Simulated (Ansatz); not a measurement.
# Trilayer T-SnSe2 in a field along the normal: induced dipole (PBEsol)

A gate puts a field across trilayer T-SnSe2. How large is the induced dipole, and what happens to the gap?

All values are computed: Ansatz 0.2.0, PBEsol, plane waves, no spin–orbit coupling; sawtooth field with a dipole correction, atoms held at their zero-field places, cell area 12.58 Å². The field is the one in the vacuum. Energy changes count from the zero-field run.

| field (V/Å) | dipole (e·Å) | energy change (meV) | gap on the path (eV) |
| --- | --- | --- | --- |
| 0.05 | 0.056 | -1.4 | 0.48 |
| 0.1 | ? | ? | ? |
| 0.2 | 0.223 | -22.3 | 0.46 |
| 0.3 | 0.335 | -50.2 | 0.43 |
| 0.4 | 0.447 | -89.3 | 0.40 |

**Fit.** A least-squares line through the shown values, as rounded, is dipole = -0.001 + 1.12 × field (V/Å); it misses them by 0.001 e·Å at most. The fit misses the rows by 0.000 e·Å on average, and their plain mean by 0.126 e·Å, so the fit does better. The slope is the electronic polarisability of the cell, α = 1.12 e·Å²/V. It also sets the energy, −αF²/2 for a sheet without a dipole of its own: -89.6 meV at 0.4 V/Å. From the weakest to the strongest field the gap on the path changes by -0.08 eV, since the field shifts the levels of one sheet against the other.

**The withheld row.** The prediction is -0.001 + 1.12 × (0.1) = 0.111 e·Å. The run gave dipole 0.112 e·Å, energy change -5.6 meV, gap on the path 0.47 eV. The miss in dipole is +0.001 e·Å, within the scatter of the fitted rows. The mean of the shown rows would have missed by -0.153 e·Å.

Ions don't move, so the lattice part of the screening is missing; semilocal functionals overestimate polarisabilities somewhat.
